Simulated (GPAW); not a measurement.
# Rh L₃ ELNES/XANES of YRh (Pm-3m) from DFT, part 2 of 3

Aim: the near-edge shape at the Rh L₃ edge of YRh (Pm-3m), and what the core hole does to it.

GPAW 26.7.0; X-ray absorption from dipole matrix elements to empty bands, plane-wave PAW LDA.

So far. Step 2 (Ground state of the crystal): The mesh shows a gap of only 0.04 eV, so the system is treated as a metal and the core electron is put at the Fermi level (neutral cell). Step 3 (Spectrum without a core hole, Rh atom 1): Main maxima below 30 eV (height): 1.6 eV (2.32), 4.8 eV (1.30), 12.8 eV (1.09), 21.6 eV (0.79) and 29.8 eV (0.78). At an L edge the dipole rule selects empty d (and weakly s) states on the absorber, and the strong line at the onset measures the empty part of its d band.

### Step 5. Spectrum with XCH, Rh atom 1

The holes are 5.9 Å apart. In GPAW the data set carries the hole's charge, so charge=0 means a charged cell and charge=-1 a neutral one. The excited electron is kept in the cell, where it fills the lowest empty states and screens the hole. After the field has converged, empty bands are computed with the density fixed and the dipole matrix elements are summed.

File xas.py:

```python
import numpy as np
from ase import Atoms
from ase.parallel import parprint, paropen
from gpaw import GPAW, PW, FermiDirac, Mixer, MixerDif, setup_paths
from gpaw.test import gen
setup_paths.insert(0, '.')
gen('Rh', name='fch2p', xcname='LDA', corehole=(2, 1, 1), write_xml=True)
from gpaw.mpi import world
world.barrier()

atoms = Atoms('Rh4Y4',
    cell=[[3.407, 3.407, 3.407],
     [-3.407, 3.407, -3.407],
     [-3.407, -3.407, 3.407]],
    scaled_positions=[[0, 0, 0],
     [0, 0.5, 0.5],
     [0.5, 0, 0.5],
     [0.5, 0.5, 0],
     [0.5, 0, 0],
     [0.5, 0.5, 0.5],
     [0, 0, 0.5],
     [0, 0.5, 0]],
    pbc=True)
atoms.calc = calc = GPAW(legacy_gpaw=True, mode=PW(430, force_complex_dtype=True), xc='LDA', setups={0: 'fch2p'},
    kpts={'size': (5, 5, 5), 'gamma': True}, occupations=FermiDirac(0.1),
    charge=-1, mixer=Mixer(0.1, 5, 50), maxiter=150,
    convergence={'density': 0.0001, 'eigenstates': 1e-6}, txt='scf.txt')
energy = atoms.get_potential_energy() + calc.get_reference_energy()
ef = calc.get_fermi_level()
out = dict(energy=energy, fermi=ef, forces=atoms.get_forces().tolist())
parprint(f'all-electron energy {energy:.4f} eV, Fermi level {ef:.4f} eV')
ev = np.array([[calc.get_eigenvalues(k, s) for k in range(len(calc.get_ibz_k_points()))] for s in range(calc.get_number_of_spins())])
out['homo'], out['lumo'], out['counts'] = ev[ev < ef].max(), ev[ev > ef].min(), sorted(set((ev < ef).sum((0, 2)).tolist()))
out['filled'] = (ev[:, 0] < ef).sum(1).tolist()

from ase.units import Ha
from gpaw.xas import dipole_matrix_elements
nb = int(calc.get_number_of_electrons() / 2) + 137
top, nb = nb, nb + 8 + nb // 12
nscf = calc.fixed_density(kpts={'size': (6, 6, 6), 'gamma': True}, nbands=nb,
    convergence={'bands': top, 'eigenstates': 5e-3}, maxiter=60, txt='nscf.txt')
cell = atoms.cell.array
ops = [cell.T @ U.T @ np.linalg.inv(cell.T) for U in nscf.wfs.kd.symmetry.op_scc]
E = np.arange(-6, 34, 0.1)
fwhm = np.interp(E, [4, 25], [2.13, 3.5])
Y, X, zero, highest = 0, 0, 1e9, 1e9
for spin in range(nscf.get_number_of_spins()):
    wfs = nscf.wfs
    mine = wfs.bd.get_slice()  # this rank's bands
    A = dipole_matrix_elements(wfs.setups[0])
    eps = np.zeros((wfs.kd.nibzkpts, nb))
    d = np.zeros((3, A.shape[1], wfs.kd.nibzkpts, nb), complex)
    for kpt in wfs.kpt_u:
        if kpt.s == spin and 0 in kpt.P_ani:
            eps[kpt.k, mine] = kpt.eps_n * Ha
            d[:, :, kpt.k, mine] = (kpt.weight * wfs.nspins / 2) ** 0.5 * np.inner(A, kpt.P_ani[0])
    world.sum(eps)
    world.sum(d)
    T = np.einsum('amkn,bmkn->abkn', d, d.conj()).real
    T = sum(np.einsum('ai,ijkn,bj->abkn', R, T, R) for R in ops) / len(ops)
    empty = eps > ef
    zero, highest = min(zero, eps[empty].min()), min(highest, eps[:, top - 1].min())
    lines = [(eps, T, empty)] if spin == 0 else lines + [(eps, T, empty)]
for eps, T, empty in lines:
    f = np.einsum('aakn->akn', T).reshape(3, -1)
    x = eps.ravel() - zero
    w = np.interp(x, E, fwhm) / 2.35482
    g = np.exp(-0.5 * ((E[:, None] - x) / w) ** 2) / (w * (2 * np.pi) ** 0.5)
    Y = Y + (f * empty.ravel()) @ g.T
    X = X + (f * ~empty.ravel()) @ g.T
out.update(E=E.round(2).tolist(), xas=Y.tolist(), xes=X.tolist(), zero=zero, valid=highest - zero, nk=len(eps), nb=nb)
for i in range(0, len(E), 10):
    parprint(f'{E[i]:7.2f}', *(f'{v:10.3e}' for v in Y[:, i]))
import json
with paropen('out.json', 'w') as f:
    json.dump(out, f)
```

The run is started by

```
$ OMP_NUM_THREADS=1 mpirun -n 4 gpaw python xas.py
```

Numbers of over 12 decimals in the logs are rounded to 6 here.

The program printed:

```text
Input parameters:
  charge: -1
  convergence: {density: 0.0001,
                eigenstates: 1e-06}
  kpts: {gamma: True,
         size: (5, 5, 5)}
  maxiter: 150
  mixer: {backend: pulay,
          beta: 0.1,
          method: separate,
          nmaxold: 5,
          weight: 50}
  mode: {ecut: 430.0,
         force_complex_dtype: True,
         name: pw}
  occupations: {fixmagmom: False,
                name: fermi-dirac,
                width: 0.1}
  setups: {0: fch2p}

Initialize ...

[... PAW data sets ...]

Reference energy: -884939.017655  # eV

Spin-paired calculation

[... convergence settings ...]
Symmetries present (total): 48
  [... symmetry matrices ...]

125 k-points: 5 x 5 x 5 Monkhorst-Pack grid
10 k-points in the irreducible part of the Brillouin zone
       k-points in crystal coordinates                weights
   0:     0.00000000    0.00000000    0.00000000          1/125
   1:     0.20000000    0.00000000    0.00000000         12/125
   2:     0.20000000    0.20000000   -0.20000000          6/125
   3:     0.40000000    0.00000000   -0.20000000         24/125
   4:     0.40000000    0.00000000    0.00000000         12/125
   5:     0.40000000    0.20000000   -0.20000000         24/125
   6:     0.40000000    0.20000000    0.20000000          8/125
   7:     0.40000000    0.40000000   -0.40000000          6/125
   8:     0.40000000    0.40000000    0.20000000         24/125
   9:     0.40000000    0.40000000    0.40000000          8/125

Wave functions: Plane wave expansion
  Cutoff energy: 430.000 eV
  Number of coefficients (min, max): 3151, 3232
  Pulay-stress correction: 0.000000 eV/Ang^3 (de/decut=0.000000)
  Using FFTW library
  Wavefunction extrapolation:
    Improved wavefunction reuse through dual PAW basis

Occupation numbers: Fermi-Dirac:
  width: 0.1000  # eV

Eigensolver
   Davidson(niter=2)

Densities:
  Coarse grid: 30*30*30 grid
  Fine grid: 60*60*60 grid
  Total Charge: 0.000000

Density mixing:
  Method: separate
  Backend: pulay
  Linear mixing parameter: 0.1
  old densities: 5
  Width of damping distribution: 1.1
  Damping of long wavelength oscillations: 50

[... Hamiltonian set-up ...]
Number of atoms: 8
Number of atomic orbitals: 100
Number of bands in calculation: 67
Number of valence electrons: 105
Bands to converge: occupied

... initialized

Initializing position-dependent things.

Density initialized from atomic densities
Creating initial wave functions:
  67 bands from LCAO basis set

                Rh
              Y       Y
                   Rh
           Y
        Rh      Rh
              Y

Atomic positions and initial magnetic moments

Positions:
   0 Rh     0.000000    0.000000    0.000000    ( 0.0000,  0.0000,  0.0000)
   1 Rh    -3.407000    0.000000    0.000000    ( 0.0000,  0.0000,  0.0000)
   2 Rh     0.000000    0.000000    3.407000    ( 0.0000,  0.0000,  0.0000)
   3 Rh     0.000000    3.407000    0.000000    ( 0.0000,  0.0000,  0.0000)
   4 Y      1.703500    1.703500    1.703500    ( 0.0000,  0.0000,  0.0000)
   5 Y     -1.703500    1.703500    1.703500    ( 0.0000,  0.0000,  0.0000)
   6 Y     -1.703500   -1.703500    1.703500    ( 0.0000,  0.0000,  0.0000)
   7 Y     -1.703500    1.703500   -1.703500    ( 0.0000,  0.0000,  0.0000)

Unit cell:
           periodic     x           y           z      points  spacing
  1. axis:    yes    3.407000    3.407000    3.407000    30     0.1606
  2. axis:    yes   -3.407000    3.407000   -3.407000    30     0.1606
  3. axis:    yes   -3.407000   -3.407000    3.407000    30     0.1606

  Lengths:   5.901097   5.901097   5.901097
  Angles:  109.471221 109.471221 109.471221

Effective grid spacing dv^(1/3) = 0.1803

iter:   1   -80.745454
iter:   2   -74.857029   -0.72  -1.26
iter:   3   -73.718437   -1.08  -1.42
iter:   4   -72.900579   -1.31  -1.53
iter:   5   -72.853945   -1.97  -1.85
iter:   6   -72.789160   -2.67  -2.11
iter:   7   -73.031177   -1.94  -2.22
iter:   8   -72.814302   -1.86  -2.03
iter:   9   -72.802744   -3.13  -2.61
iter:  10   -72.801523c  -4.09  -3.18
iter:  11   -72.801620c  -4.61  -3.30
iter:  12   -72.801347c  -4.59  -3.58
iter:  13   -72.801290c  -5.73  -3.79
iter:  14   -72.801293c  -6.20c -4.20c

Converged after 14 iterations.

Dipole moment: (-0.000000, 0.000000, 0.000000) |e|*Ang

Energy contributions relative to reference atoms: (reference = -884939.017655)

Kinetic:        +23.198848
Potential:      -26.114193
External:        +0.000000
XC:             -68.125646
Entropy (-ST):   -0.151909
Local:           -1.684349
SIC:             +0.000000
--------------------------
Free energy:    -72.877248
Extrapolated:   -72.801293

Showing only first 2 kpts
 Kpt  Band  Eigenvalues  Occupancy
  0    50      9.27457    0.88505
  0    51      9.38261    0.42453
  0    52     10.90703    0.00000
  0    53     10.90703    0.00000

  1    50      9.04139    1.78198
  1    51      9.19999    1.25192
  1    52     10.06928    0.00056
[...]
Fermi level: 9.25148

No gap
No difference between direct/indirect transitions

Forces in eV/Ang:
  0 Rh    0.00000    0.00000   -0.00000
  1 Rh   -0.00000   -0.00000   -0.00000
  2 Rh    0.00000   -0.00000    0.00000
  3 Rh    0.00000    0.00000    0.00000
  4 Y     0.00000   -0.00000    0.00000
  5 Y     0.00000    0.00000   -0.00000
  6 Y    -0.00000   -0.00000    0.00000
  7 Y    -0.00000   -0.00000    0.00000
Scalar-relativistic atomic LDA calculation for Rh (Rhodium, Z=45)
Core hole in 2p state (2p occupation: 5.0)
750 radial gridpoints.
|------------------------------------------------|
|------------------------------------------------|
[... the atom generator's iteration count ...]

Energy contributions:
-------------------------
Kinetic:    +4829.239811
XC:          -129.207039
Potential:  -9365.729740
-------------------------
Total:      -4665.696968

state      eigenvalue         ekin         rmax
-----------------------------------------------
1s^2.0 :  -851.346455  1072.340614        0.021
2s^2.0 :  -126.463466   222.705044        0.119
2p^5.0 :  -114.348975   213.559056        0.095
3s^2.0 :   -23.369923    61.924213        0.347
3p^6.0 :   -19.267692    57.849813        0.339
3d^10.0:   -12.655616    52.867088        0.282
4s^2.0 :    -3.613798    15.570894        0.860
4p^6.0 :    -2.410246    12.987048        0.913
4d^8.0 :    -0.678612     7.590810        1.071
5s^1.0 :    -0.461536     1.944474        2.392
5p^0.0 :    -0.271405     1.182496        2.971
-----------------------------------------------
(units: Bohr and Hartree)

Generating PAW setup
Kinetic energy of the core from tauc = 4796.932611663396
Cutoffs:
rc(s)=2.400
rc(p)=2.610
rc(d)=2.350
rc(vbar)=2.390
rc(comp)=2.290
rc(nct)=2.610

Kinetic energy of the core states: 4688.646565
Charge: 1.0
Core electrons: 29.0
Valence electrons: 15.0
Pseudo-core charge: 0.067143
Shape function alpha=1.907
Pseudo-electron charge 4.859126
state    eigenvalue         norm
--------------------------------
5s(1) :    -0.461536     1.051040
*s    :     0.538464
4p(6) :    -2.410246     0.093440
5p(0) :    -0.271405     1.009516
4d(8) :    -0.678612     0.397538
*d    :     0.321388
--------------------------------

Diagonalizing with gridspacing h=0.050

state   all-electron     PAW
-------------------------------
5s:      -0.461536    -0.461784
4p:      -2.410246    -2.410403
4d:      -0.678612    -0.679454
*f:                   -0.022353
-------------------------------
all-electron energy -885011.8189 eV, Fermi level 9.2515 eV
[...]
31.00  4.998e-06  4.998e-06  4.998e-06
  32.00  4.871e-06  4.871e-06  4.871e-06
  33.00  4.987e-06  4.987e-06  4.987e-06
```

Wall time 61 s (4 MPI ranks of Intel Xeon Platinum 8488C (Sapphire Rapids), shared host); peak memory 0.37 GiB.

The Rh L₃ spectrum, Rh atom 1, excited-electron core hole (neutral cell) (energy from the lowest empty level; intensity scaled to a mean of 1 over the first 20 eV):

```
E (eV)  intensity
  -2.0       0.02
  -1.5       0.08
  -1.0       0.24
  -0.5       0.55
   0.0       0.98
   0.5       1.41
   1.0       1.70
   1.5       1.74
   2.0       1.61
   2.5       1.43
   3.0       1.30
   3.5       1.30
   4.0       1.37
   4.5       1.39
   5.0       1.28
   5.5       1.02
   6.0       0.74
   6.5       0.55
   7.0       0.47
   7.5       0.46
   8.0       0.48
   8.5       0.52
   9.0       0.59
   9.5       0.68
  10.0       0.80
  10.5       0.93
  11.0       1.06
  11.5       1.18
  12.0       1.27
  12.5       1.29
  13.0       1.25
  13.5       1.16
  14.0       1.04
  14.5       0.91
  15.0       0.81
  15.5       0.74
  16.0       0.71
  16.5       0.73
  17.0       0.78
  17.5       0.82
  18.0       0.86
  18.5       0.87
  19.0       0.88
  19.5       0.89
  20.0       0.90
  20.5       0.91
  21.0       0.93
  21.5       0.94
  22.0       0.93
  22.5       0.91
  23.0       0.88
  23.5       0.86
  24.0       0.84
  24.5       0.82
  25.0       0.81
  25.5       0.79
  26.0       0.79
  26.5       0.79
  27.0       0.80
  27.5       0.83
  28.0       0.86
  28.5       0.90
  29.0       0.92
  29.5       0.92
  30.0       0.90
  30.5       0.87
  31.0       0.84
  31.5       0.83
  32.0       0.82
```

Main maxima below 30 eV (height): 1.4 eV (1.76), 4.4 eV (1.40), 12.4 eV (1.29), 21.4 eV (0.94) and 29.2 eV (0.92). 

### Step 6. Spectrum with FCH, Rh atom 1

The holes are 5.9 Å apart. In GPAW the data set carries the hole's charge, so charge=0 means a charged cell and charge=-1 a neutral one. The excited electron is left out and a uniform background balances the charge. After the field has converged, empty bands are computed with the density fixed and the dipole matrix elements are summed.

Changed against the first core-hole run: core hole to FCH.

Changes to xas.py since step 5:

```diff
@@ -25,3 +25,3 @@
     kpts={'size': (5, 5, 5), 'gamma': True}, occupations=FermiDirac(0.1),
-    charge=-1, mixer=Mixer(0.1, 5, 50), maxiter=150,
+    charge=0, mixer=Mixer(0.1, 5, 50), maxiter=150,
     convergence={'density': 0.0001, 'eigenstates': 1e-6}, txt='scf.txt')
```

The program printed:

```text
Input parameters:
  convergence: {density: 0.0001,
                eigenstates: 1e-06}
  kpts: {gamma: True,
         size: (5, 5, 5)}
  maxiter: 150
  mixer: {backend: pulay,
          beta: 0.1,
          method: separate,
          nmaxold: 5,
          weight: 50}
  mode: {ecut: 430.0,
         force_complex_dtype: True,
         name: pw}
  occupations: {fixmagmom: False,
                name: fermi-dirac,
[...]
*d    :     0.321388
--------------------------------

Diagonalizing with gridspacing h=0.050

state   all-electron     PAW
-------------------------------
5s:      -0.461536    -0.461784
4p:      -2.410246    -2.410403
4d:      -0.678612    -0.679454
*f:                   -0.022353
-------------------------------
all-electron energy -885020.9841 eV, Fermi level 9.0780 eV
[...]
32.00  4.870e-06  4.870e-06  4.870e-06
  33.00  4.975e-06  4.975e-06  4.975e-06
[key lines of the parts left out:]
Converged after 17 iterations.
Dipole moment: (-0.000000, 0.000000, -0.000000) |e|*Ang
Free energy:    -82.040209
Fermi level: 9.07798
```

The job ended after 60 s (4 MPI ranks; peak memory 0.36 GiB; 4 min of CPU time).

```
E (eV)  first run  this run
  -2.0       0.02      0.02
  -1.0       0.24      0.25
   0.0       0.98      0.98
   1.0       1.70      1.70
   2.0       1.61      1.68
   3.0       1.30      1.32
   4.0       1.37      1.32
   5.0       1.28      1.32
   6.0       0.74      0.83
   7.0       0.47      0.48
   8.0       0.48      0.46
   9.0       0.59      0.55
  10.0       0.80      0.74
  11.0       1.06      1.00
  12.0       1.27      1.22
  13.0       1.25      1.25
  14.0       1.04      1.08
  15.0       0.81      0.84
  16.0       0.71      0.71
  17.0       0.78      0.75
  18.0       0.86      0.84
  19.0       0.88      0.87
  20.0       0.90      0.89
  21.0       0.93      0.92
  22.0       0.93      0.93
  23.0       0.88      0.89
  24.0       0.84      0.84
  25.0       0.81      0.81
  26.0       0.79      0.78
  27.0       0.80      0.79
  28.0       0.86      0.85
  29.0       0.92      0.91
  30.0       0.90      0.90
  31.0       0.84      0.85
  32.0       0.82      0.82
```

Against the first run the r.m.s. difference is 3 %. The highest intensity below 24 eV stays at 1.4 eV.

The photon energy of the zero moves by -0.01 eV.

### Step 7. Reference energy of the cell

The cell and mesh change for the next run, so it gets a reference energy of its own.

File scf.py:

```python
import numpy as np
from ase import Atoms
from ase.parallel import parprint, paropen
from gpaw import GPAW, PW, FermiDirac, Mixer, MixerDif, setup_paths
from gpaw.test import gen
setup_paths.insert(0, '.')
gen('Rh', name='nch2p', xcname='LDA', corehole=(2, 1, 0), write_xml=True)
from gpaw.mpi import world
world.barrier()

atoms = Atoms('RhY',
    cell=[[3.407, 0, 0],
     [0, 3.407, 0],
     [0, 0, 3.407]],
    scaled_positions=[[0, 0, 0],
     [0.5, 0.5, 0.5]],
    pbc=True)
atoms.calc = calc = GPAW(legacy_gpaw=True, mode=PW(430, force_complex_dtype=True), xc='LDA', setups={0: 'nch2p'},
    kpts={'size': (7, 7, 7), 'gamma': True}, occupations=FermiDirac(0.1),
    charge=0, mixer=Mixer(0.1, 5, 50), maxiter=150,
    convergence={'density': 0.0001, 'eigenstates': 1e-6}, txt='scf.txt')
energy = atoms.get_potential_energy() + calc.get_reference_energy()
ef = calc.get_fermi_level()
out = dict(energy=energy, fermi=ef, forces=atoms.get_forces().tolist())
parprint(f'all-electron energy {energy:.4f} eV, Fermi level {ef:.4f} eV')
ev = np.array([[calc.get_eigenvalues(k, s) for k in range(len(calc.get_ibz_k_points()))] for s in range(calc.get_number_of_spins())])
out['homo'], out['lumo'], out['counts'] = ev[ev < ef].max(), ev[ev > ef].min(), sorted(set((ev < ef).sum((0, 2)).tolist()))
out['filled'] = (ev[:, 0] < ef).sum(1).tolist()
import json
with paropen('out.json', 'w') as f:
    json.dump(out, f)
```

The run is started by

```
$ OMP_NUM_THREADS=1 mpirun -n 4 gpaw python scf.py
```

The program printed:

```text
Input parameters:
  convergence: {density: 0.0001,
                eigenstates: 1e-06}
  kpts: {gamma: True,
         size: (7, 7, 7)}
  maxiter: 150
  mixer: {backend: pulay,
          beta: 0.1,
          method: separate,
          nmaxold: 5,
          weight: 50}
  mode: {ecut: 430.0,
         force_complex_dtype: True,
         name: pw}
  occupations: {fixmagmom: False,
                name: fermi-dirac,
[...]
*s    :     0.831624
4p(6) :    -1.857314     0.120652
5p(0) :    -0.035593     0.998302
4d(8) :    -0.225910     0.506540
*d    :     0.774090
--------------------------------

Diagonalizing with gridspacing h=0.050

state   all-electron     PAW
-------------------------------
5s:      -0.168376    -0.168508
4p:      -1.857314    -1.857524
4d:      -0.225910    -0.226752
*f:                    0.069742
-------------------------------
all-electron energy -222012.6879 eV, Fermi level 9.2069 eV
[key lines of the parts left out:]
Converged after 15 iterations.
Dipole moment: (-0.000000, -0.000000, -0.000000) |e|*Ang
Free energy:    -15.681282
Fermi level: 9.20688
```

Wall time 6.8 s (4 MPI ranks); peak memory 0.17 GiB.

[end of part 2 of 3]

[Banner, clock and machine lines of the logs are left out without a mark of their own.]

[Logs are printed without paths, hosts, clocks, repeated set-up lines and the standing remarks that a program may print on its own settings, such as how far it seeks lower states.]

[Hosts, paths, dates, database ids (printed as entryN), source tags and the programs' standing remarks are cut or masked in the printed files.]

[Lists of maxima count a maximum above −3 eV only where it reaches 4 % of the highest in the window and stands out from its surroundings by 2 % of it (1.5 % where it reaches 55 %); shoulders and weaker maxima are passed over, and of the rest the first, up to two pre-edge ones and the few strongest are named.]
